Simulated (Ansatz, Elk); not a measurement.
## Bonding as seen by X-rays: ZnTeF6

Structure refinements treat a crystal as free atoms side by side. For a made-up structure of ZnTeF6 (cell and positions from a PBE relaxation) the runs below show what the calculated density changes in F(hkl).

Calculated with Elk 11.2.3 (patched build); DFT, PBE, all-electron APW+lo, Dirac cores, scalar-relativistic bands, static density, no spin.

The structure was built from a prototype and need not be the compound's stable phase.

### Step 1. The starting structure

The structure is trigonal, space group R-3 (No. 148). The conventional cell has a = 5.604 Å, b = 5.604 Å, c = 14.406 Å, α = 90.00°, β = 90.00°, γ = 120.00°. Te has 6 F at 2.10 Å nearest. Nearest to Zn lie 6 F at 2.06 Å. Nearest to F lie 1 Zn at 2.06 Å and 1 Te at 2.10 Å. Farther neighbours and most contacts between anions are not listed.

### Step 2. Ground state and structure factors

An all-electron density is needed, since X-rays see the cores too. Task 0 finds the density and task 195 Fourier-transforms it; tshift is off so that phases refer to the origin typed.

elk.in reads:

```
tasks
  0
  195

xctype
  20

spinpol
  .false.

rgkmax
  7.0

gmaxvr
  14.0

lmaxo
  7

lmaxapw
  8

swidth
  0.002

tshift
  .false.

ramdisk
  .false.

hmaxvr
  5.5

maxscl
  120

epspot
  1e-06

sppath
  './'

avec
  5.29503356054 3.05708905155 9.07423609253
  -5.29503356054 3.05708905155 9.07423609253
  -0.00000000000 -6.11417810309 9.07423609253

atoms
  3
  'Te.in'
  1
  -0.0000000000 0.0000000000 -0.0000000000   0.000000 0.000000 0.000000
  'Zn.in'
  1
  0.5000000000 0.5000000000 0.5000000000   0.000000 0.000000 0.000000
  'F.in'
  6
  0.7469750861 0.1610688605 0.3438310868   0.000000 0.000000 0.000000
  0.6561689132 0.2530249139 0.8389311395   0.000000 0.000000 0.000000
  0.8389311395 0.6561689132 0.2530249139   0.000000 0.000000 0.000000
  0.2530249139 0.8389311395 0.6561689132   0.000000 0.000000 0.000000
  0.1610688605 0.3438310868 0.7469750861   0.000000 0.000000 0.000000
  0.3438310868 0.7469750861 0.1610688605   0.000000 0.000000 0.000000

ngridk
  5 5 5
```

Launch:

```
$ OMP_NUM_THREADS=4 elk
```

Numbers of over 12 decimals in the logs are rounded to 6 here.

Output:

```text
┌─────────────────────────┐
│ Elk code version 11.2.3 │
└─────────────────────────┘

All units are atomic (Hartree, Bohr, etc.)

┌─────────────────────────────────────────────────┐
│ Ground-state run starting from atomic densities │
└─────────────────────────────────────────────────┘

Lattice vectors :
   5.295033561       3.057089052       9.074236093
  -5.295033561       3.057089052       9.074236093
  -0.000000000      -6.114178103       9.074236093

Reciprocal lattice vectors :
  0.5933092997      0.3425472839      0.2308067678
 -0.5933092997      0.3425472839      0.2308067678
  0.1227192707E-16 -0.6850945678      0.2308067678

Unit cell volume      :    881.3291439
Brillouin zone volume :   0.2814501428

Muffin-tin inner radius fraction :   0.1000000000E-01

Nuclei treated as point charges

Species : 1 (Te)
 parameters loaded from : Te.in
 name : tellurium
 nuclear charge    :   -52.00000000
 electronic charge :    52.00000000
 atomic mass :    232600.5708
 muffin-tin radius :    2.212163797
 number of radial points in muffin-tin :   1193
 inner part over the whole radius :   0.9922664984E-02
 number on inner part of muffin-tin    :    847
 approximate nuclear radius :   0.8944870508E-04
 number of mesh points to nuclear radius :    434
 atomic positions (lattice), magnetic fields (Cartesian) :
  1 :   0.00000000  0.00000000  0.00000000    0.00000000  0.00000000  0.00000000

Species : 2 (Zn)
 parameters loaded from : Zn.in
 name : zinc
 nuclear charge    :   -30.00000000
 electronic charge :    30.00000000
 atomic mass :    119233.3130
 muffin-tin radius :    2.248103531
 number of radial points in muffin-tin :    993
 inner part over the whole radius :   0.9878218912E-02
 number on inner part of muffin-tin    :    700
 approximate nuclear radius :   0.7484757725E-04
 number of mesh points to nuclear radius :    339
 atomic positions (lattice), magnetic fields (Cartesian) :
  1 :   0.50000000  0.50000000  0.50000000    0.00000000  0.00000000  0.00000000

Species : 3 (F)
 parameters loaded from : F.in
 name : fluorine
 nuclear charge    :   -9.000000000
 electronic charge :    9.000000000
 atomic mass :    34631.97045
 muffin-tin radius :    1.593965784
 number of radial points in muffin-tin :    593
 inner part over the whole radius :   0.9906545808E-02
 number on inner part of muffin-tin    :    407
 approximate nuclear radius :   0.5278478738E-04
 number of mesh points to nuclear radius :    177
 atomic positions (lattice), magnetic fields (Cartesian) :
  1 :  -0.25302491  0.16106886  0.34383109    0.00000000  0.00000000  0.00000000
  2 :  -0.34383109  0.25302491 -0.16106886    0.00000000  0.00000000  0.00000000
  3 :  -0.16106886 -0.34383109  0.25302491    0.00000000  0.00000000  0.00000000
  4 :   0.25302491 -0.16106886 -0.34383109    0.00000000  0.00000000  0.00000000
  5 :   0.16106886  0.34383109 -0.25302491    0.00000000  0.00000000  0.00000000
  6 :   0.34383109 -0.25302491  0.16106886    0.00000000  0.00000000  0.00000000

Total number of atoms per unit cell :    8
Total muffin-tin volume :    194.7219192
 ratio of muffin-tin to unit cell volume :   0.2209412007

Spin treatment :
 spin-unpolarised

Number of Bravais lattice symmetries :   12
Number of crystal symmetries         :    6
Crystal has inversion symmetry
Real symmetric eigensolver will be used

k-point grid :      5     5     5
k-point offset :    0.000000000       0.000000000       0.000000000
k-point set is reduced with full crystal symmetry group
Total number of k-points :       23

Muffin-tin radius times maximum |G+k| :    7.000000000
 using average radius
Maximum |G+k| for APW functions       :    3.993136930
Maximum (1/2)|G+k|²                   :    7.972571270
Maximum |G| for potential and density :    14.00000000
Constant for pseudocharge density :    8
 order of it for each species :   15  15  15
 order of it for pair densities of each species (exact exchange by exxq0 0: 16) :   15  15   7
Radial integration step length :    1

[...]
electron entropic           :    -0.45844542939674E-11
 total energy                :     -9193.5455689237

Density of states at Fermi energy :   0.4953926996E-07
 (states/Hartree/unit cell)

Estimated indirect band gap :   0.1529839585
 from k-point 20 to k-point 22
Estimated direct band gap   :   0.1732133783
 at k-point 23

Charges :
 core                        :    60.00000000
 valence                     :    76.00000000
 interstitial                :    9.061621389
 muffin-tins (core leakage)
  species : 1 (Te)
[...]
species : 2 (Zn)
[...]
species : 3 (F)
[...]
total in muffin-tins        :    126.9383786
 total calculated charge     :    135.9969173
 total charge                :    136.0000000
 error                       :   0.3082665848E-02

RMS change in Kohn-Sham potential (target) :   0.9539933307     (  0.1000000000E-05)
Absolute change in total energy (target)   :   0.3093739503     (  0.1000000000E-03)

[... loops 3 to 14 left out ...]

┌──────────────────┐
│ Loop number : 15 │
└──────────────────┘

Energies :
 Fermi                       :     0.36323461901509E-01
 sum of occupied eigenvalues :     -5476.1598620128
 electron kinetic            :      9615.7077921374
 core electron kinetic       :      9082.5410552005
 Coulomb                     :     -18497.966213805
 Coulomb potential           :     -14688.406721275
 nuclear-nuclear             :     -839.37648914719
 electron-nuclear            :     -20644.684890440
 Hartree                     :      2986.0951657821
 Madelung                    :     -11153.762853168
 xc potential                :     -403.46093287558
 exchange                    :     -304.09895938748
 correlation                 :     -6.122145
 electron entropic           :    -0.45800221253660E-11
 total energy                :     -9192.4795263018

Density of states at Fermi energy :   0.4953849399E-07
 (states/Hartree/unit cell)

Estimated indirect band gap :   0.1254169658
 from k-point 20 to k-point 3
Estimated direct band gap   :   0.1464228945
 at k-point 11

Charges :
 core                        :    60.00000000
 valence                     :    76.00000000
 interstitial                :    9.866027418
 muffin-tins (core leakage)
  species : 1 (Te)
[...]
species : 2 (Zn)
[...]
species : 3 (F)
[...]
total in muffin-tins        :    126.1339726
 total calculated charge     :    135.9971038
 total charge                :    136.0000000
 error                       :   0.2896174811E-02

RMS change in Kohn-Sham potential (target) :   0.4962827552E-06 (  0.1000000000E-05)
Absolute change in total energy (target)   :   0.6724781633E-04 (  0.1000000000E-03)

Convergence targets achieved

┌──────────────────┐
│ Loop number : 16 │
└──────────────────┘

Energies :
 Fermi                       :     0.36323529415007E-01
 sum of occupied eigenvalues :     -5476.1598595810
 electron kinetic            :      9615.7078121945
 core electron kinetic       :      9082.5410656277
 Coulomb                     :     -18497.966229589
 Coulomb potential           :     -14688.406734866
 nuclear-nuclear             :     -839.37648914719
 electron-nuclear            :     -20644.684907941
 Hartree                     :      2986.0951675000
 Madelung                    :     -11153.762862156
 xc potential                :     -403.46093690985
 exchange                    :     -304.09895977694
 correlation                 :     -6.122145
 electron entropic           :    -0.45800212091129E-11
 total energy                :     -9192.4795223989

Density of states at Fermi energy :   0.4953849859E-07
 (states/Hartree/unit cell)

Estimated indirect band gap :   0.1254169812
 from k-point 20 to k-point 3
Estimated direct band gap   :   0.1464229066
 at k-point 11

Charges :
 core                        :    60.00000000
 valence                     :    76.00000000
 interstitial                :    9.866027158
 muffin-tins (core leakage)
  species : 1 (Te)
[...]
species : 2 (Zn)
[...]
species : 3 (F)
[...]
atom 4                    :    8.204976592     ( -0.2691250205E-06)
   atom 5                    :    8.204976592     ( -0.2691250205E-06)
   atom 6                    :    8.204976592     ( -0.2691250205E-06)
 total in muffin-tins        :    126.1339728
 total calculated charge     :    135.9971038
 total charge                :    136.0000000
 error                       :   0.2896174548E-02

┌──────────────────────────────┐
│ Self-consistent loop stopped │
└──────────────────────────────┘

Warning : core states of species 1 leak from the muffin-tin :   0.3369675251E-02

Warning : core states of species 2 leak from the muffin-tin :   0.2015980271E-03

Wrote STATE.OUT
```

The job ended after 1.7 min (4 threads of Intel Xeon Platinum 8488C (Sapphire Rapids), shared host; peak memory 0.37 GiB).

SFACRHO.OUT:

```text

h k l indices transformed by vhmat matrix:
   1.000000000       0.000000000       0.000000000    
   0.000000000       1.000000000       0.000000000    
   0.000000000       0.000000000       1.000000000    

      h      k      l  multipl.   |H|            Re(F)            Im(F)           |F|

      0      0      0      1   0.0000000       136.00001      0.93092208E-15   136.00001    
      1      1      1      2  0.69242030       19.322213      0.14524192E-13   19.322213    
      1      0      0      6  0.72292899       19.040347      0.14524192E-13   19.040347    
      1      1      0      6  0.82610025       84.051639     -0.35928265E-13   84.051639    
      1      2      1      6   1.1496533       58.321195     -0.18848006E-13   58.321195    
      0      1     -1      6   1.1866186       49.419923     -0.10319821E-13   49.419923    
      2      1      2      6   1.3420688       17.830415      0.15288624E-13   17.830415    
     -1      0     -2      6   1.3738667      -9.3991954     -0.54274614E-13   9.3991954    
     -1     -2      0      6   1.3738667       44.467462     -0.76443118E-14   44.467462    
     -2     -2     -2      2   1.3848406       24.811570      0.37027135E-14   24.811570    
     -1     -1      1      6   1.3894927       17.712815     -0.16435270E-13   17.712815    
      0      0     -2      6   1.4458580       40.395881      0.16053055E-13   40.395881    
     -2      0     -2      6   1.6522005       83.270217      0.57857885E-13   83.270217    
     -3     -2     -2      6   1.7548991       16.799261     -0.96318328E-13   16.799261    
      3      1      1      6   1.7914275       16.146104      0.89629556E-13   16.146104    
      1      3      2      6   1.8236905       73.582223     -0.18346348E-13   73.582223    
      1      2      3      6   1.8236905       72.674135     -0.15288624E-13   72.674135    
     -2      0      1      6   1.8272257       1.7060931     -0.12422007E-14   1.7060931
```

Elk indexes on the primitive cell of elk.in and gives |H| = 4π sin θ/λ in inverse bohr. Below, one row stands for each form hkl of the conventional cell (m members, Friedel mates merged), F is for one primitive cell and the density is static (no thermal factor). Free-atom factors are Waasmaier and Kirfel's, and R is Σm||F|−|F'||/Σm|F|.

| hkl | m | sin θ/λ (Å⁻¹) | abs F, DFT | neutral atoms | diff. |
| --- | --- | --- | --- | --- | --- |
| 003 | 2 | 0.104 | 19.322 | 19.535 | -0.213 |
| 101 | 6 | 0.109 | 19.040 | 19.247 | -0.207 |
| 012 | 6 | 0.124 | 84.052 | 84.476 | -0.424 |
| 104 | 6 | 0.173 | 58.321 | 58.867 | -0.546 |
| 110 | 6 | 0.178 | 49.420 | 50.082 | -0.662 |
| 015 | 6 | 0.202 | 17.830 | 17.683 | +0.147 |
| 2 -1 3 | 6 | 0.207 | 9.399 | 8.967 | +0.432 |
| 113 | 6 | 0.207 | 44.468 | 43.720 | +0.748 |
| 006 | 2 | 0.208 | 24.812 | 25.719 | -0.908 |
| 021 | 6 | 0.209 | 17.713 | 17.570 | +0.143 |
| 202 | 6 | 0.217 | 40.396 | 40.915 | -0.519 |
| 024 | 6 | 0.248 | 83.270 | 82.700 | +0.570 |
| 107 | 6 | 0.264 | 16.799 | 16.638 | +0.161 |
| 205 | 6 | 0.269 | 16.146 | 15.951 | +0.195 |

### Step 3. The highest occupied states alone

An energy window below the Fermi level keeps the highest occupied states, to see at which angles they scatter; shallow core shells can lie inside it and anion s states outside. No new self-consistency is needed.

Changes to elk.in since step 2:

```diff
@@ -1,3 +1,2 @@
 tasks
-  0
   195
@@ -40,2 +39,5 @@
 
+wsfac
+  -0.514920 0.336320
+
 sppath
```

Launch:

```
$ OMP_NUM_THREADS=4 elk
```

Output:

```text
┌─────────────────────────────────┐
│ Elk code version 11.2.3 started │
└─────────────────────────────────┘

Info(readinput): the functional depends on the density's gradient
 muffin-tin radial points multiplied by    2.00000
 (not where nrmtscf is given)

┌────────────────────┐
│ Current task : 195 │
└────────────────────┘
Info(checkmt): changed muffin-tin radius of species 1 (Te) from   2.6000 to   2.2122
Info(checkmt): changed muffin-tin radius of species 2 (Zn) from   2.4000 to   2.2481
Info(checkmt): changed muffin-tin radius of species 3 (F) from   2.0000 to   1.5940

Info(sfacrho): density structure factors written to SFACRHO.OUT

 Energy window :  -0.5149200000      0.3363200000

┌──────────────────┐
│ Elk code stopped │
└──────────────────┘
```

Elapsed: 18 s, on 4 threads; peak memory 0.22 GiB.

States within 15 eV below the Fermi level hold 48.00 electrons; any levels below the window count with the cores. Their amplitudes can exceed the total, where window and core parts have opposite phase:

```
   hkl  sin θ/λ (Å⁻¹)  abs F, window  abs F, all
   003          0.104          7.642      19.322
   101          0.109          7.736      19.040
   012          0.124         17.422      84.052
   104          0.173          3.873      58.321
   110          0.178          0.817      49.420
   015          0.202          6.677      17.830
2 -1 3          0.207         20.638       9.399
   113          0.207          7.176      44.468
   006          0.208         12.677      24.812
   021          0.209          6.560      17.713
```

### Step 4. Another functional

The difference from free atoms is small, so it is set against the change that PBEsol makes.

Changes to elk.in since step 3:

```diff
@@ -1,2 +1,3 @@
 tasks
+  0
   195
@@ -4,3 +5,3 @@
 xctype
-  20
+  22
 
@@ -39,5 +40,2 @@
 
-wsfac
-  -0.514920 0.336320
-
 sppath
```

Launch:

```
$ OMP_NUM_THREADS=4 elk
```

Output:

```text
┌─────────────────────────┐
│ Elk code version 11.2.3 │
└─────────────────────────┘

All units are atomic (Hartree, Bohr, etc.)

┌─────────────────────────────────────────────────┐
│ Ground-state run starting from atomic densities │
└─────────────────────────────────────────────────┘

Lattice vectors :
   5.295033561       3.057089052       9.074236093
  -5.295033561       3.057089052       9.074236093
  -0.000000000      -6.114178103       9.074236093

Reciprocal lattice vectors :
  0.5933092997      0.3425472839      0.2308067678
[...]
species : 3 (F)
[...]
atom 5                    :    8.189641061     ( -0.2688048473E-06)
   atom 6                    :    8.189641061     ( -0.2688048473E-06)
 total in muffin-tins        :    126.0619728
 total calculated charge     :    135.9970515
 total charge                :    136.0000000
 error                       :   0.2948454819E-02

┌──────────────────────────────┐
│ Self-consistent loop stopped │
└──────────────────────────────┘

Warning : core states of species 1 leak from the muffin-tin :   0.3412257352E-02

Warning : core states of species 2 leak from the muffin-tin :   0.2064001064E-03

Wrote STATE.OUT
[key lines of the parts left out:]
total energy                :     -9186.4431016772
```

Run time: 74 s. Hardware: 4 threads; peak memory 0.37 GiB; 4 min of CPU time.

Against the first run R = 0.05 %; the largest change is -0.074 at 024.

### Step 5. Basis size

The basis and the expansions that go with it are enlarged, to see whether the differences are converged.

Changes to elk.in since step 4:

```diff
@@ -5,3 +5,3 @@
 xctype
-  22
+  20
 
@@ -11,12 +11,12 @@
 rgkmax
-  7.0
+  8.5
 
 gmaxvr
-  14.0
+  18.0
 
 lmaxo
-  7
+  9
 
 lmaxapw
-  8
+  10
```

Launch:

```
$ OMP_NUM_THREADS=4 elk
```

Output:

```text
┌─────────────────────────┐
│ Elk code version 11.2.3 │
└─────────────────────────┘

All units are atomic (Hartree, Bohr, etc.)

┌─────────────────────────────────────────────────┐
│ Ground-state run starting from atomic densities │
└─────────────────────────────────────────────────┘

Lattice vectors :
   5.295033561       3.057089052       9.074236093
  -5.295033561       3.057089052       9.074236093
  -0.000000000      -6.114178103       9.074236093

Reciprocal lattice vectors :
  0.5933092997      0.3425472839      0.2308067678
[...]
species : 3 (F)
[...]
atom 5                    :    8.211051525     ( -0.2691194441E-06)
   atom 6                    :    8.211051525     ( -0.2691194441E-06)
 total in muffin-tins        :    126.1718311
 total calculated charge     :    135.9960010
 total charge                :    136.0000000
 error                       :   0.3998995752E-02

┌──────────────────────────────┐
│ Self-consistent loop stopped │
└──────────────────────────────┘

Warning : core states of species 1 leak from the muffin-tin :   0.3368851301E-02

Warning : core states of species 2 leak from the muffin-tin :   0.2015528474E-03

Wrote STATE.OUT
[key lines of the parts left out:]
total energy                :     -9192.5059715933
```

Wall time 6.7 min (4 threads); peak memory 0.85 GiB.

Against the first run R = 0.01 %; the largest change is +0.015 at 137.

### Step 6. Settings against the effect

| run | R against the first run (%) | R against neutral atoms, low angle (%) | wall time |
| --- | --- | --- | --- |
| PBE, rgkmax 7 | 0.00 | 0.77 | 1.7 min |
| PBEsol | 0.05 | 0.72 | 74 s |
| rgkmax 8.5 with larger expansions | 0.01 | 0.78 | 6.7 min |

### Step 7. Summary of results

```
R against neutral atoms, sin θ/λ < 0.3 Å⁻¹ : 0.77 %
R against neutral atoms, 0.3 to 0.58 Å⁻¹   : 0.22 %
```

In words: Independent neutral atoms miss the calculated amplitudes by R = 0.77 % below 0.3 Å⁻¹ and 0.22 % from there to 0.58 Å⁻¹; by shells, 0.64 % below 0.15 Å⁻¹ (3 forms), 0.79 % 0.15 to 0.3 (18 forms), 0.19 % 0.3 to 0.45 (46 forms), 0.24 % above 0.45 (82 forms). Bonding, aspherical density and the tables' own atoms all enter these figures, and the runs don't part them. The largest change of an amplitude is -0.91 electrons, at 006. The window's part falls from 48.0 electrons at the origin to at most 6.22 between 0.45 and 0.58 Å⁻¹, where compact states inside the window still scatter. Below 0.3 Å⁻¹ the changes that finished (PBEsol and rgkmax 8.5 with larger expansions) move F by R = 0.07 % at most, against the 0.77 % that separates it from free atoms. The k-mesh has no finished test. Part of the difference isn't bonding: the tables are fits to free atoms and ions calculated by other methods than this functional. Thermal motion, anomalous dispersion and extinction are left out.

[Logs are printed without paths, hosts, clocks, repeated set-up lines and the standing remarks that a program may print on its own settings, such as how far it seeks lower states.]

[Hosts, paths, dates, database ids (printed as entryN), source tags and the programs' standing remarks are cut or masked in the printed files.]
